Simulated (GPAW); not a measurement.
Consider Sr2Ti2O5 (Cmmm).

```xyz
9
Lattice="3.9077 -3.9753 0.0000 3.9077 3.9753 0.0000 0.0000 0.0000 3.9400" Properties=species:S:1:pos:R:3 pbc="T T T"
Sr    3.9077    2.0155    0.0000
Sr    3.9077   -2.0155    0.0000
Ti    1.9507    0.0000    1.9700
Ti    5.8647    0.0000    1.9700
O     0.0000    0.0000    1.9700
O     2.1477    0.0000    0.0000
O     5.6677    0.0000    0.0000
O     1.9539   -1.9877    1.9700
O     1.9539    1.9877    1.9700
```

Absorber: atom 6, with 2 Ti at 1.98 Å (bent, 169°, site symmetry 2mm). Method: GPAW, LDA, excited-electron core hole (neutral cell), 18-atom cell with 6.8 Å between holes, 4×4×4 k points, dipole transitions, Gaussian full width 0.9 eV up to 4 eV, rising linearly to 3.5 eV at 25 eV.

**Question.** Where do the maxima of the O K edge fall?

Main maxima up to 24 eV above the zero (height): 0.9 eV (1.62), 4.3 eV (2.38), 10.6 eV (1.31) and 17.6 eV (0.92). A K edge sees empty p states; the first features are O p mixed into the empty d states of the Ti neighbours, and the broad ones above probably into the cations' higher empty bands. The total-energy difference is 534.59 eV. One term is added: -8.83 eV, since the hole is spin-paired here and a spin-polarised one costs that much less in the free atom (computed apart). The photon energy is then 525.76 eV. The functional leaves an error in such absolute values: in the free atom LDA prices this hole 4.1 eV below PBE (computed apart), and PBE is itself good to a few eV.

The O K spectrum (energy from the lowest empty level; intensity scaled to a mean of 1 over the first 20 eV; polarised curves are means over the symmetry-equivalent atoms):

| E (eV) | isotropic | ε ∥ x | ε ∥ y | ε ∥ z |
| --- | --- | --- | --- | --- |
| -2.0 | 0.00 | 0.00 | 0.00 | 0.00 |
| -1.4 | 0.00 | 0.00 | 0.00 | 0.00 |
| -0.8 | 0.02 | 0.04 | 0.01 | 0.00 |
| -0.2 | 0.33 | 0.70 | 0.24 | 0.06 |
| 0.4 | 1.19 | 2.33 | 1.08 | 0.17 |
| 1.0 | 1.58 | 2.40 | 2.07 | 0.28 |
| 1.6 | 0.69 | 0.91 | 0.96 | 0.22 |
| 2.2 | 0.53 | 0.54 | 0.17 | 0.89 |
| 2.8 | 1.05 | 0.87 | 0.22 | 2.05 |
| 3.4 | 1.62 | 1.57 | 0.82 | 2.46 |
| 4.0 | 2.20 | 1.71 | 1.80 | 3.09 |
| 4.6 | 2.26 | 1.31 | 2.06 | 3.42 |
| 5.2 | 1.66 | 1.50 | 1.90 | 1.57 |
| 5.8 | 1.35 | 1.63 | 1.91 | 0.49 |
| 6.4 | 0.77 | 0.95 | 1.14 | 0.22 |
| 7.0 | 0.47 | 0.56 | 0.71 | 0.15 |
| 7.6 | 0.47 | 0.46 | 0.70 | 0.24 |
| 8.2 | 0.54 | 0.42 | 0.71 | 0.49 |
| 8.8 | 0.67 | 0.52 | 0.75 | 0.75 |
| 9.4 | 0.89 | 0.66 | 0.80 | 1.22 |
| 10.0 | 1.18 | 0.72 | 0.86 | 1.96 |
| 10.6 | 1.31 | 0.74 | 0.87 | 2.32 |
| 11.2 | 1.24 | 0.84 | 0.87 | 2.00 |
| 11.8 | 1.14 | 0.97 | 0.87 | 1.58 |
| 12.4 | 1.05 | 1.00 | 0.81 | 1.33 |
| 13.0 | 0.87 | 0.84 | 0.69 | 1.08 |
| 13.6 | 0.68 | 0.62 | 0.57 | 0.83 |
| 14.2 | 0.56 | 0.46 | 0.53 | 0.69 |
| 14.8 | 0.56 | 0.40 | 0.62 | 0.65 |
| 15.4 | 0.63 | 0.42 | 0.81 | 0.66 |
| 16.0 | 0.75 | 0.52 | 1.04 | 0.67 |
| 16.6 | 0.85 | 0.67 | 1.19 | 0.70 |
| 17.2 | 0.91 | 0.84 | 1.19 | 0.70 |
| 17.8 | 0.91 | 1.01 | 1.05 | 0.68 |
| 18.4 | 0.89 | 1.15 | 0.90 | 0.61 |
| 19.0 | 0.84 | 1.21 | 0.80 | 0.52 |
| 19.6 | 0.77 | 1.15 | 0.73 | 0.44 |
| 20.2 | 0.69 | 1.01 | 0.69 | 0.38 |
| 20.8 | 0.62 | 0.87 | 0.65 | 0.34 |
| 21.4 | 0.57 | 0.77 | 0.62 | 0.33 |
| 22.0 | 0.55 | 0.73 | 0.58 | 0.34 |
| 22.6 | 0.55 | 0.74 | 0.55 | 0.35 |
| 23.2 | 0.56 | 0.77 | 0.54 | 0.37 |
| 23.8 | 0.58 | 0.81 | 0.55 | 0.40 |
| 24.4 | 0.62 | 0.85 | 0.57 | 0.44 |
| 25.0 | 0.66 | 0.88 | 0.61 | 0.49 |
| 25.6 | 0.71 | 0.91 | 0.65 | 0.56 |
| 26.2 | 0.75 | 0.93 | 0.69 | 0.64 |
| 26.8 | 0.80 | 0.93 | 0.73 | 0.73 |
| 27.4 | 0.83 | 0.91 | 0.77 | 0.80 |
| 28.0 | 0.86 | 0.89 | 0.82 | 0.86 |
| 28.6 | 0.88 | 0.88 | 0.87 | 0.90 |
| 29.2 | 0.92 | 0.87 | 0.95 | 0.93 |
| 29.8 | 0.95 | 0.88 | 1.03 | 0.96 |
| 30.4 | 1.00 | 0.89 | 1.11 | 1.00 |
| 31.0 | 1.04 | 0.89 | 1.16 | 1.06 |
| 31.6 | 1.07 | 0.87 | 1.18 | 1.14 |

The unit cell's mesh shows no gap over 0.35 eV. That is right for a metallic compound; for a small-gap or correlated insulator it would be the fault of the functional or of the assumed magnetic order, and the hole would be screened too well. The crystal has 3 inequivalent O sites and not all are shown here, while a measurement adds them all. The mesh is coarse (0.28 Å⁻¹ between points), so small maxima may be mesh ripples. The structure is a computed Materials Project entry and may be a hypothetical form.

[Banner, clock and machine lines of the logs are left out without a mark of their own.]

[Logs are printed without paths, hosts, clocks, repeated set-up lines and the standing remarks that a program may print on its own settings, such as how far it seeks lower states.]

[Hosts, paths, dates, database ids (printed as entryN), source tags and the programs' standing remarks are cut or masked in the printed files.]

[Lists of maxima count a maximum above −3 eV only where it reaches 4 % of the highest in the window and stands out from its surroundings by 2 % of it (1.5 % where it reaches 55 %); shoulders and weaker maxima are passed over, and of the rest the first, up to two pre-edge ones and the few strongest are named.]
